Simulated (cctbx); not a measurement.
# Diagnosing a refinement

Cell a = 15.1890 Å, b = 3.9460 Å, c = 10.8980 Å, α = 90.00°, β = 126.43°, γ = 90.00°; space group C2/m (no. 12). The compound is MgZnCd2As3.

Simulated single-crystal data (cctbx): Mo Kα, λ = 0.71073 Å, to d = 0.6 Å, 80 % of the full sphere, strongest reflection 70000 counts, noise from counting, a 1.5 % proportional error and a noise floor of 8 counts (s.d.); no absorption.

An anisotropic refinement with weights 1/σ² prints:

```text
Rint 0.018, 1413 unique reflections to 0.60 A
cycle     R1     wR2    GooF  max shift (A)
   1  0.0960  0.2215   8.807   0.00331
   2  0.0917  0.2101   8.355   0.00000
final R1 0.0917 wR2 0.2101 GooF 8.355  parameters 36  data/parameter 39.2
atom        x        y        z      Ueq    occ   su(xyz)  su(Uiso or U11)
Cd1    0.10738  0.50000  0.95549   0.0085  1.000  0.00013  0.0005
Cd2    0.73541  0.00000  0.33568   0.0111  1.000  0.00015  0.0005
As1    0.11222  0.50000  0.46131   0.0145  1.000  0.00024  0.0008
As2    0.84936  0.00000  0.20658   0.0122  1.000  0.00023  0.0008
As3    0.42502  0.50000  0.87693   0.0170  1.000  0.00027  0.0009
Zn1    0.09003  0.50000  0.65131   0.0097  1.000  0.00024  0.0008
difference map: max 46.97 min -2.05 rms 1.28
Q1    0.0468  0.0000  0.3218    4   47.07  2.32 A from As1
Q2    0.1043  0.5000  0.9474    4    7.04  0.07 A from Cd1
Q3    0.2332  0.5000  0.3331    4    5.93  0.03 A from Cd2
Q4    0.0899  0.5000  0.6526    4    5.64  0.01 A from Zn1
Q5    0.1185  0.5000  0.4656    4    5.04  0.08 A from As1
Q6    0.1633  0.0000  0.8073    4    5.00  0.16 A from As2
```

Q: Accept it or mend it, and why?

Mend it. The fault: an atom left out, Mg at (0.9528, 0, 0.6774). Against the right model at the same level, R1 goes from 0.0109 to 0.0917 and GooF from 0.92 to 8.36 and the top difference peak, 47.1 e/Å³, lies 2.32 Å from As1. Q1 is the missing atom. With scattering power missing, scale and phases suffer, so peaks may also grow on the heavy atoms.

The compound is MgZnCd2As3. The right model at the same level gives:

```text
Rint 0.018, 1413 unique reflections to 0.60 A
cycle     R1     wR2    GooF  max shift (A)
   1  0.0281  0.0626   2.495   0.00167
   2  0.0109  0.0231   0.920   0.00000
final R1 0.0109 wR2 0.0231 GooF 0.920  parameters 42  data/parameter 33.6
atom        x        y        z      Ueq    occ   su(xyz)  su(Uiso or U11)
Cd1    0.10730  0.50000  0.95530   0.0097  1.000  0.00001  0.0001
Cd2    0.73539  0.00000  0.33570   0.0126  1.000  0.00002  0.0001
As1    0.11240  0.50000  0.46142   0.0156  1.000  0.00003  0.0001
As2    0.84921  0.00000  0.20650   0.0137  1.000  0.00003  0.0001
As3    0.42474  0.50000  0.87681   0.0187  1.000  0.00003  0.0001
Zn1    0.09000  0.50000  0.65129   0.0106  1.000  0.00003  0.0001
Mg1    0.95289  0.00000  0.67747   0.0211  1.000  0.00011  0.0004
difference map: max 0.79 min -0.84 rms 0.18
Q1    0.2204  0.5000  0.1444    4    0.79  1.65 A from As2
Q2    0.0466  0.0000  0.5752    4    0.75  1.92 A from As2
Q3    0.1216  0.0000  0.3300    4    0.75  1.09 A from Mg1
Q4    0.2368  0.5000  0.9076    4    0.75  2.28 A from As2
Q5    0.0440  0.0000  0.4310    4    0.74  1.21 A from Mg1
Q6    0.1638  0.0000  0.6811    4    0.72  1.35 A from As2
```

Isotropic U is held between 0.0001 and 1 Å² by the program, and listed peak heights are interpolated, so they can pass the grid's maximum.

The model is made up (kin elements in a known structure type, no relaxation), so it says nothing on whether the phase exists.

[Middle refinement cycles are left out of these outputs.]

[Logs are printed without paths, hosts, clocks, repeated set-up lines and the standing remarks that a program may print on its own settings, such as how far it seeks lower states.]
